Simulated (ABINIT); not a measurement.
An input for ABINIT 10.8.3 (CsPbI2Br (P4/mmm)):

```
acell 3*1.0 Angstrom
rprim 
  6.375296000000 0.000000000000 0.000000000000
  0.000000000000 6.375296000000 0.000000000000
  0.000000000000 0.000000000000 5.962220000000
ntypat 4
znucl 55 82 53 35
natom 5
typat 1 2 3 3 4
xred 
  0.500000000000 0.500000000000 0.500000000000
  0.000000000000 0.000000000000 0.000000000000
  0.000000000000 0.500000000000 0.000000000000
  0.500000000000 0.000000000000 0.000000000000
  0.000000000000 0.000000000000 0.500000000000
pp_dirpath "pseudos"
pseudos "Cs.upf, Pb.upf, I.upf, Br.upf"
ecut 34
ngkpt 2 2 2
nshiftk 1
shiftk 0 0 0
kptopt 1
chksymbreak 0
istwfk *1
occopt 1
irdwfk 1
optdriver 3
nband 148
ecuteps 3.2
inclvkb 2
awtr 1
symchi 1
gwcalctyp 27
nfreqre 1
nfreqim 0
mbpt_sciss 2.198 eV
nqptdm 1
qptdm 
  0 0 0
indata_prefix "in"
outdata_prefix "out"
tmpdata_prefix "tmp"
```

```sh
OMP_NUM_THREADS=1 mpirun -n 8 abinit run.abi > log
```

How long will it take on 8 MPI ranks of Intel Xeon Platinum 8488C (Sapphire Rapids), shared host, and how much memory?

It took 76 s; on shared hardware allow 38 s to 2.5 min. Peak host memory was 6.2 GiB.

[Paths, hosts, dates, memory and timing lines, banners, echoed tables and standing remarks are left out of the program output.]

[Logs are printed without paths, hosts, clocks, repeated set-up lines and the standing remarks that a program may print on its own settings, such as how far it seeks lower states.]

[Runs of the session that timed out or met a known fault of the program may be left out.]

[Hosts, paths, dates, database ids (printed as entryN), source tags and the programs' standing remarks are cut or masked in the printed files.]

[G0W0 gaps are taken among the corrected bands and points alone; a level outside them can change the order at an edge.]

[Where Ansatz stands beside ABINIT at settings called matched, ABINIT's density can come from a denser mesh and the files from another edition; pairs whose starting gaps differed by over 0.03 eV were left out, so agreement reads better than it is.]
